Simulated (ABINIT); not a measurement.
An input for ABINIT 10.8.3 (CaC2 (R-3m)):

```
acell 3*1.0 Angstrom
rprim 
  1.944397984288 1.122598699617 3.953874776707
  -1.944397984288 1.122598699617 3.953874776707
  -0.000000000000 -2.245197399304 3.953874776686
ntypat 2
znucl 20 6
natom 3
typat 1 2 2
xred 
  0.000000000000 0.000000000000 0.000000000000
  0.552915000000 0.552915000000 0.552915000000
  0.447085000000 0.447085000000 0.447085000000
pp_dirpath "pseudos"
pseudos "Ca.upf, C.upf"
ecut 37
ngkpt 4 4 4
nshiftk 1
shiftk 0 0 0
kptopt 1
chksymbreak 0
istwfk *1
occopt 1
irdwfk 1
optdriver 3
nband 63
ecuteps 4.5
inclvkb 2
awtr 1
symchi 1
gwcalctyp 2
nfreqre 16
freqremax 40 eV
nfreqim 8
spmeth 1
nomegasf 120
indata_prefix "in"
outdata_prefix "out"
tmpdata_prefix "tmp"
```

```sh
OMP_NUM_THREADS=1 mpirun -n 4 abinit run.abi > log
```

Question: Estimate wall time and host memory on 4 MPI ranks of Intel Xeon Platinum 8488C (Sapphire Rapids), shared host.

It took 37 s; on shared hardware allow 19 s to 74 s. Peak host memory was 1.2 GiB.

[Paths, hosts, dates, memory and timing lines, banners, echoed tables and standing remarks are left out of the program output.]

[Logs are printed without paths, hosts, clocks, repeated set-up lines and the standing remarks that a program may print on its own settings, such as how far it seeks lower states.]

[Runs of the session that timed out or met a known fault of the program may be left out.]

[Hosts, paths, dates, database ids (printed as entryN), source tags and the programs' standing remarks are cut or masked in the printed files.]

[G0W0 gaps are taken among the corrected bands and points alone; a level outside them can change the order at an edge.]

[Where Ansatz stands beside ABINIT at settings called matched, ABINIT's density can come from a denser mesh and the files from another edition; pairs whose starting gaps differed by over 0.03 eV were left out, so agreement reads better than it is.]
